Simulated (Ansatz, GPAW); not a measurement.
**A 11-layer slab of Li(111): work function by functional and basis**

How far do functional and basis move the work function of a 11-layer slab of Li(111)?

Main program and level: GPAW 26.7.0 and Ansatz 0.2.0; Ansatz plane waves; slab in vacuum with a dipole correction, relaxation; PAW set soft_1, in the first sound run; inputs show where later runs differ.

## Step 1: The starting structure

The cell holds 11 atoms: 11 Li. Its edges and angles: a = 4.936 Å, b = 4.936 Å, c = 28.075 Å, α = 90.0°, β = 90.0°, γ = 60.0°. Vacuum lies along c.

## Step 2: Relaxation

Forces are removed first; all later runs use this geometry. The lowest 5 atoms are held at bulk positions and keep their forces.

input.yaml reads:

```yaml
crystal:
  lattice:
    - [4.9356053327, 0.0, 0.0]
    - [2.4678026663, 4.2743596012, 0.0]
    - [0.0, 0.0, 28.0747621974]
  atoms:
    - { symbol: Li, position: [0.6666666667, 0.6666666667, 0.3205726174] }
    - { symbol: Li, position: [0.0, 0.0, 0.3564580939] }
    - { symbol: Li, position: [0.3333333333, 0.3333333333, 0.3923435704] }
    - { symbol: Li, position: [0.6666666667, 0.6666666667, 0.428229047] }
    - { symbol: Li, position: [0.0, 0.0, 0.4641145235] }
    - { symbol: Li, position: [0.3333333333, 0.3333333333, 0.5] }
    - { symbol: Li, position: [0.6666666667, 0.6666666667, 0.5358854765] }
    - { symbol: Li, position: [0.0, 0.0, 0.571770953] }
    - { symbol: Li, position: [0.3333333333, 0.3333333333, 0.6076564296] }
    - { symbol: Li, position: [0.6666666667, 0.6666666667, 0.6435419061] }
    - { symbol: Li, position: [0.0, 0.0, 0.6794273826] }
kpoints:
  mp_grid: { grid: [8, 8, 1] }
hamiltonian:
  xc: pbe
  pseudopotentials: { kind: paw, azcp: { folder: soft_1 } }
scf:
  occupations: { method: fermi_dirac, width: 0.1 }
efield:
  axis: 3
  dipole_correction: true
  ramp_width: 0.05
relax:
  f_tol: 0.02
  max_steps: 60
  constraints: [{ sites: [0, 1, 2, 3, 4] }]
output:
  write_potential: true
  write_density: true
  volumetric_format: npy
```

Command:

```console
ansatz run input.yaml --threads 4 --pin off --max-ram 8192MiB --backend cpu --events-out ev --progress --plain --runs-dir out
```

Numbers of over 12 decimals in the logs are rounded to 6 here.

The log of the run:

```text
Engine: ansatz 0.2.0, x86_64-unknown-linux-gnu
Pseudopotentials: kind: paw
Pseudopotential: Li, paw, valence charge 3, recommended cutoff 420 eV (normal), soft_1/Li.paw.azcp
Functional definition: PBE
  parameter kappa = 0.804
  parameter beta = 0.066725
  exchange = pbe_x(kappa = kappa, mu = beta*pi^2/3)
  correlation = pbe_c(beta = beta)
Crystal: 11 atoms, lattice volume = 592.281 Å³
Basis set: ecut = 420 eV, 11595 PW (Γ), exchange–correlation on 72×72×384 points (8 copies of the dense FFT grid, shifted against one another)
Bands: 28, of which v1, the nominal top of the filled ones, is band 17 counted from 1 (16 counted from 0)
Symmetry: 6 space group operations
k-points: 10 of 64 (time reversal used)
Non-local potential: Li, projectors of the file, l = 0: 3, l = 1: 2, l = 2: 1
PAW form: soft (Blöchl's): semilocal exchange-correlation on the pseudo side does not see the compensation charge
PAW one-centre angular grid: Li, 110 points (default); XC on 96 Gauss nodes
Initial density: superposition of atomic densities (neutral atoms: chi_scale 0, normalization atom)
Initial wavefunctions: pseudopotential atomic-orbital guess
Functional: x = pbe(κ = 0.804, μ = 0.219515), c = pbe(β = 0.066725)
SCF iter   1: F=—  HF=-2252.300200 eV  |F-HF|=—  |Δ(HF+E_count)|=         —  Δρ=8.85e-3  dr2=1.73e1  ethr=3.10e-3  p=0.000 e·Å  D=3.81e-14 V/Å  ΔV_dip=-0.00 eV  dr2_dipole=1.56e-9  V_vac-E_F(+/−)=6.19/6.19 eV  ⟨swp⟩=15.6  Hψ=2292  notcnv=0  defer=2
efield: sawtooth ramp at fractional position 0.9750 (placed from the atoms, in the widest stretch of the axis that holds none; the zero of the levels goes with the place), width 0.0500; the density the first Hamiltonian is built on has a dipole p = 0.000 e·Å; the dipole correction subtracts the counter field D = 3.81e-14 V/Å, which shifts the + side's vacuum level by -0.00 eV against the − side's; the planar-averaged density in the ramp window peaks in size at 4.3e-8 e/Å³
preconditioner: auto → LDOS  [metal: Δε(μ)=0.124 eV  Ē_g=3.845 eV  σ=0.100 eV  W_gap=0.30  n_scr=56 (ndim 8)  ℏωp=5.1 eV  f_vac=0.472  D(μ)=5.29/eV (n_scr^D=10)  β→1.0]
SCF iter   2: F=—  HF=-2250.667678 eV  |F-HF|=—  |Δ(HF+E_count)|=    1.63e0  Δρ=7.17e-3  dr2=9.62e0  ethr=3.10e-3  p=-0.000 e·Å  D=-2.38e-5 V/Å  ΔV_dip=0.00 eV  dr2_dipole=5.17e-7  V_vac-E_F(+/−)=1.50/1.50 eV  ⟨swp⟩=9.6  Hψ=1476  notcnv=0  defer=9
SCF iter   3: F=—  HF=-2250.243765 eV  |F-HF|=—  |Δ(HF+E_count)|=   4.24e-1  Δρ=1.80e-3  dr2=5.75e-1  ethr=3.10e-3  p=-0.000 e·Å  D=-1.63e-6 V/Å  ΔV_dip=0.00 eV  dr2_dipole=6.85e-8  V_vac-E_F(+/−)=3.58/3.58 eV  ⟨swp⟩=6.4  Hψ=912  notcnv=0
SCF iter   4: F=—  HF=-2250.185715 eV  |F-HF|=—  |Δ(HF+E_count)|=   5.80e-2  Δρ=5.35e-4  dr2=1.37e-2  ethr=1.74e-3  p=0.000 e·Å  D=5.97e-6 V/Å  ΔV_dip=-0.00 eV  dr2_dipole=1.21e-8  V_vac-E_F(+/−)=3.07/3.07 eV  ⟨swp⟩=3.2  Hψ=434  notcnv=0  defer=1
SCF iter   5: F=—  HF=-2250.185491 eV  |F-HF|=—  |Δ(HF+E_count)|=   2.24e-4  Δρ=2.02e-4  dr2=7.33e-3  ethr=4.14e-5  p=-0.000 e·Å  D=-6.53e-7 V/Å  ΔV_dip=0.00 eV  dr2_dipole=7.75e-10  V_vac-E_F(+/−)=2.97/2.97 eV  ⟨swp⟩=2.0  Hψ=343  notcnv=0  defer=1
SCF iter   6: F=—  HF=-2250.184781 eV  |F-HF|=—  |Δ(HF+E_count)|=   7.10e-4  Δρ=3.97e-5  dr2=2.52e-4  ethr=2.22e-5  p=0.000 e·Å  D=6.46e-8 V/Å  ΔV_dip=-0.00 eV  dr2_dipole=1.32e-10  V_vac-E_F(+/−)=2.91/2.91 eV  ⟨swp⟩=1.2  Hψ=283  notcnv=0
SCF iter   7: F=-2250.184761 eV  HF=-2250.184765 eV  |F-HF|=3.91e-6  |Δ(HF+E_count)|=   1.53e-5  Δρ=5.80e-6  dr2=5.45e-6  ethr=3.03e-8  p=-0.000 e·Å  D=-6.48e-7 V/Å  ΔV_dip=0.00 eV  dr2_dipole=9.68e-11  V_vac-E_F(+/−)=2.89/2.89 eV  ⟨swp⟩=9.7  Hψ=1759  notcnv=0
SCF 1 converged in 7 iterations: F = -2250.184761 eV  dr2 = 5.45e-6
  Residual-converged pass: ⟨swp⟩=1.1  Hψ=321  notcnv=0  max |occ|·‖R‖ = 6.9e-9 eV (tolerance 1.0e-8 eV)  dr2=5.45e-6  dr2_onsite=8.43e-9  max |Δocc| = 7.9e-11
  greatest PAW one-centre occupation: 1.000 electrons in one spin orbital (limit 2), on the Li atom at site 10 (counted from 0), in its partial waves of l = 0
relax step   1: F+E_penalty+E_count = -2250.18476145 eV  Δ(F+E_penalty+E_count) = +0.000e0 eV  max|allowed force component| = 1.832e-1 eV/Å  Δτ_max = 0.0000 Å  (7 SCF iters, dr2 threshold 1.00e-5 eV, accepted)
Initial density: handed on by an earlier stage of this run
Initial wavefunctions: those handed on with the density
iter 1 solved again at ethr=1.85e-4 eV; its pass at ethr=3.10e-3 eV (dr2=6.12e-2 eV) is discarded
SCF iter   1: F=—  HF=-2250.220037 eV  |F-HF|=—  |Δ(HF+E_count)|=         —  Δρ=8.14e-4  dr2=4.92e-2  ethr=1.85e-4  p=-0.000 e·Å  D=-6.49e-7 V/Å  ΔV_dip=0.00 eV  dr2_dipole=1.85e-4  V_vac-E_F(+/−)=2.91/2.91 eV  ⟨swp⟩=1.1  Hψ=1279  notcnv=0
efield: sawtooth ramp at fractional position 0.9750 (handed on by an earlier solve), width 0.0500; the density the first Hamiltonian is built on has a dipole p = -0.000 e·Å; the dipole correction subtracts the counter field D = -6.49e-7 V/Å, which shifts the + side's vacuum level by +0.00 eV against the − side's; the planar-averaged density in the ramp window peaks in size at 1.6e-7 e/Å³
preconditioner: auto → LDOS  [metal: Δε(μ)=0.052 eV  Ē_g=3.347 eV  σ=0.100 eV  W_gap=0.13  n_scr=56 (ndim 8)  ℏωp=5.1 eV  f_vac=0.503  D(μ)=5.88/eV (n_scr^D=10)  β→1.0]
SCF iter   2: F=—  HF=-2250.213640 eV  |F-HF|=—  |Δ(HF+E_count)|=   6.40e-3  Δρ=2.76e-4  dr2=1.81e-3  ethr=1.49e-4  p=0.008 e·Å  D=2.45e-3 V/Å  ΔV_dip=-0.07 eV  dr2_dipole=6.60e-4  V_vac-E_F(+/−)=2.81/2.88 eV  ⟨swp⟩=1.8  Hψ=304  notcnv=0
SCF iter   3: F=—  HF=-2250.214301 eV  |F-HF|=—  |Δ(HF+E_count)|=   6.61e-4  Δρ=7.06e-5  dr2=1.46e-4  ethr=5.48e-6  p=0.005 e·Å  D=1.54e-3 V/Å  ΔV_dip=-0.04 eV  dr2_dipole=2.81e-6  V_vac-E_F(+/−)=2.83/2.88 eV  ⟨swp⟩=2.1  Hψ=398  notcnv=0
SCF iter   4: F=—  HF=-2250.214312 eV  |F-HF|=—  |Δ(HF+E_count)|=   1.15e-5  Δρ=2.45e-5  dr2=1.83e-5  ethr=4.42e-7  p=0.005 e·Å  D=1.48e-3 V/Å  ΔV_dip=-0.04 eV  dr2_dipole=2.69e-6  V_vac-E_F(+/−)=2.83/2.87 eV  ⟨swp⟩=1.6  Hψ=287  notcnv=0
SCF iter   5: F=-2250.214313 eV  HF=-2250.214313 eV  |F-HF|=1.27e-7  |Δ(HF+E_count)|=   1.18e-6  Δρ=4.77e-6  dr2=4.41e-7  ethr=6.36e-9  p=0.005 e·Å  D=1.39e-3 V/Å  ΔV_dip=-0.04 eV  dr2_dipole=2.30e-9  V_vac-E_F(+/−)=2.83/2.87 eV  ⟨swp⟩=8.3  Hψ=1630  notcnv=0
SCF 2 converged in 5 iterations: F = -2250.214313 eV  dr2 = 4.41e-7
relax step   2: F+E_penalty+E_count = -2250.21431339 eV  Δ(F+E_penalty+E_count) = -2.955e-2 eV  max|allowed force component| = 4.401e-2 eV/Å  Δτ_max = 0.1902 Å  (5 SCF iters, dr2 threshold 2.10e-6 eV, accepted)
SCF iter   1: F=—  HF=-2250.220419 eV  |F-HF|=—  |Δ(HF+E_count)|=         —  Δρ=6.18e-4  dr2=7.12e-2  ethr=7.55e-4  p=0.005 e·Å  D=1.39e-3 V/Å  ΔV_dip=-0.04 eV  dr2_dipole=1.82e-2  V_vac-E_F(+/−)=2.85/2.89 eV  ⟨swp⟩=3.3  Hψ=773  notcnv=0
efield: sawtooth ramp at fractional position 0.9750 (handed on by an earlier solve), width 0.0500; the density the first Hamiltonian is built on has a dipole p = 0.005 e·Å; the dipole correction subtracts the counter field D = 1.39e-3 V/Å, which shifts the + side's vacuum level by -0.04 eV against the − side's; the planar-averaged density in the ramp window peaks in size at 4.7e-7 e/Å³
preconditioner: auto → LDOS  [metal: Δε(μ)=0.039 eV  Ē_g=3.350 eV  σ=0.100 eV  W_gap=0.10  n_scr=56 (ndim 8)  ℏωp=5.1 eV  f_vac=0.507  D(μ)=5.92/eV (n_scr^D=12)  β→1.0]
SCF iter   2: F=—  HF=-2250.218524 eV  |F-HF|=—  |Δ(HF+E_count)|=   1.89e-3  Δρ=2.58e-4  dr2=1.50e-2  ethr=2.16e-4  p=0.012 e·Å  D=3.82e-3 V/Å  ΔV_dip=-0.11 eV  dr2_dipole=9.20e-3  V_vac-E_F(+/−)=2.77/2.88 eV  ⟨swp⟩=1.4  Hψ=368  notcnv=0
SCF iter   3: F=—  HF=-2250.218302 eV  |F-HF|=—  |Δ(HF+E_count)|=   2.22e-4  Δρ=8.80e-5  dr2=1.07e-3  ethr=4.54e-5  p=0.007 e·Å  D=2.21e-3 V/Å  ΔV_dip=-0.06 eV  dr2_dipole=4.57e-4  V_vac-E_F(+/−)=2.81/2.87 eV  ⟨swp⟩=1.3  Hψ=283  notcnv=0
SCF iter   4: F=—  HF=-2250.218293 eV  |F-HF|=—  |Δ(HF+E_count)|=   8.61e-6  Δρ=1.95e-5  dr2=4.95e-5  ethr=3.26e-6  p=0.005 e·Å  D=1.68e-3 V/Å  ΔV_dip=-0.05 eV  dr2_dipole=2.35e-5  V_vac-E_F(+/−)=2.82/2.86 eV  ⟨swp⟩=1.0  Hψ=277  notcnv=0
SCF iter   5: F=—  HF=-2250.218284 eV  |F-HF|=—  |Δ(HF+E_count)|=   9.48e-6  Δρ=6.67e-6  dr2=2.75e-6  ethr=1.50e-7  p=0.005 e·Å  D=1.67e-3 V/Å  ΔV_dip=-0.05 eV  dr2_dipole=1.16e-6  V_vac-E_F(+/−)=2.82/2.86 eV  ⟨swp⟩=1.0  Hψ=280  notcnv=0
SCF iter   6: F=-2250.218284 eV  HF=-2250.218284 eV  |F-HF|=9.39e-9  |Δ(HF+E_count)|=   4.84e-7  Δρ=1.21e-6  dr2=5.05e-8  ethr=3.03e-10  p=0.005 e·Å  D=1.66e-3 V/Å  ΔV_dip=-0.05 eV  dr2_dipole=7.49e-9  V_vac-E_F(+/−)=2.82/2.86 eV  ⟨swp⟩=7.7  Hψ=1402  notcnv=0
SCF 3 converged in 6 iterations: F = -2250.218284 eV  dr2 = 5.05e-8
relax step   3: F+E_penalty+E_count = -2250.21828436 eV  Δ(F+E_penalty+E_count) = -3.971e-3 eV  max|allowed force component| = 1.604e-2 eV/Å  Δτ_max = 0.1105 Å  (6 SCF iters, accepted)
NSCF: frozen V_eff on 10 k-points
the band table was solved once a step of the walk had ended and its energy, with any forces and stress, was formed, with the checks that follow a solve (2058 applications of the Hamiltonian). They found nothing against the state; the energy, forces and stress were not computed again (output.eigenvalues in the input reference)
WARN: The output density's exchange-correlation potential varies sharply where the density is thin. Do not read a vacuum level from v_tot or v_xc, or from such a field of the output density. On a cell that repeats whose density bears no net charge and no dipole along the vacuum's axis use v_es (v_loc + v_h of the components); under efield.dipole_correction with no amplitude use v_es + v_field, which holds any externa [...]
SCF converged after 6 iterations
Free energy (F): -2250.218284 eV
Harris-Foulkes:  -2250.218284 eV  (|F-HF|=9.39e-9)
Internal energy: -2250.025961 eV  (E = F + TS)
E sigma→0 (E₀):  -2250.122123 eV
Entropy (-TS):   -0.192324 eV (-17.484 meV/atom)
Fermi energy:    -1.303239 eV
Dipole field:    D = 0.001727 V/Å  (p = 0.005653 e·Å, saw-weighted, corrected)
Work function:   Φ+ = 2.8173 eV   Φ− = 2.8658 eV
Levels:          The Fermi level and band energies are counted from a zero that moves with the ramp; work functions are not
--- Per-component energies (eV) ---
  E_band       = -1087.132129
  E_kinetic    = 169.002877
  E_local      = -9730.275855  (includes V_loc(G=0)·N_el)
  E_nonlocal   = -218.251015
  E_hartree    = 4498.049538
  E_xc         = -88.093682
  E_vxc        = -113.562174  (∫ρ·V_xc dr)
  E_paw        = -263.916048  (= ΣΔE_a)
  E_vpaw       = -190.157998  (= ΣTr[D̂ρ^β])
  E_aug_tail   = 0.002830  (compensation charges beyond the density's cutoff)
  E_efield     = 0.000005  (sawtooth field / dipole correction)
  E_vefield    = 0.002714  (∫n·V_field dr)
  E_ewald      = 3383.455389
  E_smearing   = -0.192324  (= −TS)
  E_closure    = 0.000000  (closes the sum)
  Σ components = -2250.218284   (vs F -2250.218284, Δ=0.00e0)
--- Forces (eV/Å), atoms counted from 1 ---
  atom   1  Li    -0.00000000     0.00000000     0.05882644
  atom   2  Li     0.00000000     0.00000000     0.17889868
  atom   3  Li    -0.00000000    -0.00000000    -0.08273103
  atom   4  Li    -0.00000000    -0.00000000    -0.15261517
  atom   5  Li    -0.00000000     0.00000000    -0.00516232
  atom   6  Li    -0.00000000     0.00000000    -0.00700993
  atom   7  Li     0.00000000    -0.00000000     0.01604132
  atom   8  Li     0.00000000    -0.00000000    -0.01076624
  atom   9  Li     0.00000000     0.00000000     0.00442467
  atom  10  Li     0.00000000    -0.00000000    -0.00628117
  atom  11  Li     0.00000000    -0.00000000     0.00635382
  max |Σ_I F_I| component: 2.09e-5 eV/Å
--- Band table (eV; the first three rows and the last of 10) ---
  k-point 0: bands = [... 13 lower, -3.3111, -2.3013, -1.2248, -0.1249, 0.8971, 1.0630, 1.0630, 1.1828, ... 7 higher]
  k-point 1: bands = [... 13 lower, -3.2125, -2.1995, -1.1296, -0.0680, -0.0141, 0.2433, 0.5380, 0.8523, ... 7 higher]
  k-point 2: bands = [... 13 lower, -2.9172, -1.8977, -1.1970, -0.8682, -0.6759, -0.3856, 0.0297, 0.2326, ... 7 higher]
  k-point 9: bands = [... 13 lower, -2.3607, -2.2700, -2.0960, -1.5951, -1.4682, -1.4068, -0.7234, -0.5836, ... 7 higher]
--- Relaxed structure (3 steps of the walk, 3 accepted, 0 SCFs on fresh bases) ---
  F+E_penalty+E_count = -2250.21828436 eV   max|allowed force component| = 1.604e-2 eV/Å
  atoms:
    - { symbol: Li, position: [0.666667, 0.666667, 0.320573] }
    - { symbol: Li, position: [0.0, 0.0, 0.356458] }
    - { symbol: Li, position: [0.333333, 0.333333, 0.392344] }
    - { symbol: Li, position: [0.666667, 0.666667, 0.428229] }
    - { symbol: Li, position: [0.0, 0.0, 0.464115] }
    - { symbol: Li, position: [0.333333, 0.333333, 0.500742] }
    - { symbol: Li, position: [0.666667, 0.666667, 0.531164] }
    - { symbol: Li, position: [0, 0, 0.571485] }
    - { symbol: Li, position: [0.333333, 0.333333, 0.608921] }
    - { symbol: Li, position: [0.666667, 0.666667, 0.632830] }
    - { symbol: Li, position: [0, -1.0268904506085443e-18, 0.674549] }
```

Wall time 14 s (4 threads of Intel Xeon Platinum 8488C (Sapphire Rapids), shared host); peak memory 0.82 GiB.

Relaxation path:

```csv
step,energy less that of the first step (eV),largest force component (eV/Å)
1,0.0000,0.1832
2,-0.0296,0.0440
3,-0.0335,0.0160
```

The run keeps the 6 symmetry operations that it works with, so distortions that break them were not tested.

The atoms that moved most (Å):

```
atom     dx     dy      dz  length
Li10  0.000  0.000  -0.301   0.301
Li11  0.000  0.000  -0.137   0.137
 Li7  0.000  0.000  -0.133   0.133
 Li9  0.000  0.000   0.036   0.036
 Li6  0.000  0.000   0.021   0.021
 Li8  0.000  0.000  -0.008   0.008
```

The relaxed structure:

```cif
data_structure
_symmetry_space_group_name_H-M 'P 1'
_symmetry_Int_Tables_number 1
_cell_length_a 4.9356
_cell_length_b 4.9356
_cell_length_c 28.0748
_cell_angle_alpha 90.000
_cell_angle_beta 90.000
_cell_angle_gamma 60.000
_cell_volume 592.28
loop_
_atom_site_label
_atom_site_type_symbol
_atom_site_fract_x
_atom_site_fract_y
_atom_site_fract_z
_atom_site_occupancy
Li1 Li 0.66667 0.66667 0.32057 1
Li2 Li 0.00000 0.00000 0.35646 1
Li3 Li 0.33333 0.33333 0.39234 1
Li4 Li 0.66667 0.66667 0.42823 1
Li5 Li 0.00000 0.00000 0.46411 1
Li6 Li 0.33333 0.33333 0.50074 1
Li7 Li 0.66667 0.66667 0.53116 1
Li8 Li 0.00000 0.00000 0.57148 1
Li9 Li 0.33333 0.33333 0.60892 1
Li10 Li 0.66667 0.66667 0.63283 1
Li11 Li 0.00000 0.00000 0.67455 1
```

Numbers from this step:

```yaml
free_energy: -2250.2183 eV
smearing_term_ts: 0.1923 eV
symmetry_operations: 6
upper_work_function: 2.817 eV
lower_work_function: 2.866 eV
dipole_along_the_normal: 0.005653 e·Å
dipole_field: 0.001727 V/Å
vacuum_level_above: 1.514 eV
vacuum_level_below: 1.563 eV
```

The electrostatic potential energy of an electron (with the applied field's), less the Fermi level, planar mean oscillates, so the rows of the table below give means over windows of 1 Å about each position, cut where the curve ends. Its maxima inside the range that stand out by 2 % of the span (Å: eV): 9.5: -0.712, 10.5: -0.541, 11.6: -0.505, 12.6: -0.452, 13.5: -0.482, 15.5: 0.0345, 16.5: -0.417, 18.4: -0.196. Its minima: 9.1: -1.00, 9.9: -1.09, 11.0: -0.963, 12.0: -0.940, 13.0: -0.901, 14.2: -1.18, 16.1: -0.743, 17.4: -1.89, 18.9: -0.773.

Table of electrostatic potential energy of an electron (with the applied field's), less the Fermi level, planar mean by z; means over each step:

z (Å), electrostatic potential energy of an electron (with the applied field's), less the Fermi level, planar mean (eV) and a bar from the least value:
```
        0       2.85 ##############################
        1       2.86 ##############################
        2       2.86 ##############################
        3       2.86 ##############################
        4       2.86 ##############################
        5       2.86 ##############################
        6       2.84 ##############################
        7       2.68 #############################
        8       1.84 #######################
        9      -0.57 #####
       10      -0.86 ###
       11      -0.74 ####
       12      -0.70 ####
       13      -0.67 ####
       14      -0.95 ##
       15      -0.72 ####
       16      -0.46 ######
       17      -1.25 
       18      -0.97 ##
       19      -0.25 #######
       20       1.96 #######################
       21       2.67 #############################
       22       2.79 #############################
       23       2.81 ##############################
       24       2.82 ##############################
       25       2.82 ##############################
       26       2.82 ##############################
       27       2.82 ##############################
```

The valence density, planar mean oscillates, so the rows of the table below give means over windows of 1 Å about each position, cut where the curve ends. Its maxima inside the range that stand out by 2 % of the span (Å: e/Å³): 9.1: 0.190, 9.9: 0.206, 11.0: 0.209, 12.0: 0.210, 13.0: 0.213, 14.0: 0.212, 14.9: 0.212, 16.1: 0.210, 17.1: 0.218, 17.7: 0.212, 18.9: 0.188. Its minima: 9.5: 0.0670, 10.5: 0.0747, 11.6: 0.0739, 12.6: 0.0767, 13.6: 0.0752, 14.5: 0.103, 15.5: 0.0611, 16.5: 0.0723, 17.4: 0.165, 18.4: 0.0567.

Table of valence density, planar mean by z; means over each step:

```
z (Å)  valence density, planar mean (e/Å³)
    4                               1.3e-5
    5                               8.7e-5
    6                               5.5e-4
    7                              0.00309
    8                               0.0144
    9                                0.124
   10                                0.141
   11                                0.142
   12                                0.141
   13                                0.143
   14                                0.145
   15                                0.141
   16                                0.140
   17                                0.156
   18                                0.138
   19                                0.120
   20                               0.0121
   21                              0.00257
   22                               4.5e-4
   23                               7.1e-5
   24                               1.1e-5
```

The relaxation lowered the energy of the cell by 0.0335 eV.

[end of part 1 of 3]

[Logs are printed without paths, hosts, clocks, repeated set-up lines and the standing remarks that a program may print on its own settings, such as how far it seeks lower states.]

[Hosts, paths, dates, database ids (printed as entryN), source tags and the programs' standing remarks are cut or masked in the printed files.]
